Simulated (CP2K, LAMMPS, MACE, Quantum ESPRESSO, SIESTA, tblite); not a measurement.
# Pressure against volume in amorphous 73P2O5-20PbO-7Al2O3 (mol %) (88 atoms), MACE MPA-0 medium

Density of this cell: 3.05 g/cm³. The cell holds 88 atoms: 22 P, 3 Pb, 2 Al and 61 O. Cell: a = 10.825 Å, b = 10.825 Å, c = 10.825 Å, α = 90.0°, β = 90.0°, γ = 90.0°. 88 atoms (22 P, 3 Sr, 2 Al, 61 O) placed at random at 2.63 g/cm³, melted at 5000 K for 10 ps at fixed volume with the Morse and Coulomb pair potential with partial charges (Pedone, Malavasi, Menziani, Cormack and Segre, J. Phys. Chem. B 110, 11780 (2006)). Quenched from 5000 K to 300 K at 10 K/ps and fixed volume, held 10 ps at zero pressure, then minimised at fixed cell. Then Sr was replaced by Pb and the cell scaled by 1.008 (the potential has no terms for the new elements, so the cell is a start for a DFT relaxation). Then the atoms were relaxed with MACE MP-0b3 medium in the fixed cell.

Calculated with MACE MPA-0 medium: MACE MPA-0 medium, trained on PBE(+U) plane-wave data, no dispersion term. The unchanged cell has V0 = 14.413 Å³ an atom and P0 = -1.097 GPa. It is scaled evenly, and MACE MP-0b3 medium relaxes the atoms at each volume before the single point.

```
volume (Å³/atom)  pressure (GPa)
          13.548          0.9484
          13.981               ?
          14.845          -1.466
          15.278          -2.086
```

**Question.** Fit a second-order expansion in ln V to the rows given and interpolate to the withheld row.

**Working.**

To second order in u = ln(V/V0), P = P0 − B u + ½ B B′ u², with B the bulk modulus at V0 and B′ its pressure derivative. So v = (P − P0)/u is a line in u, with intercept −B and slope ½ B B′.

| u | v (GPa) |
| --- | --- |
| -0.0618754 | -33.0568 |
| 0.0295588 | -12.4734 |
| 0.0582689 | -16.9696 |

With n = 3: mean u = 0.00865077, mean v = -20.8333, Σ(u − ū)² = 0.0078730, Σ(u − ū)(v − v̄) = 1.2286. Slope b = 1.2286 / 0.0078730 = 156.05; intercept a = v̄ − b ū = -22.183.

So B = 22.2 GPa and B′ = 2b/B = 14. At the withheld volume u = -0.03046, v = a + b u = -26.94 GPa, and P = P0 + u v.

Prediction at 13.981: -0.2765 GPa. The run gave -0.1557 GPa, so the fit is low by 0.12 GPa (78 % of the value).

B′ = 14 rests on three points, and the miss at the fourth puts it in doubt. Among the rows given, the largest miss of the fit is at 15.278, by 0.23 GPa (7.4 % of the range of the table).

Limits: Static cells at zero temperature, with the cell shape held. The atoms follow MACE MP-0b3 medium, not this level's own minimum.

[Logs are printed without paths, hosts, clocks, repeated set-up lines and the standing remarks that a program may print on its own settings, such as how far it seeks lower states.]

[Hosts, paths, dates, database ids (printed as entryN), source tags and the programs' standing remarks are cut or masked in the printed files.]
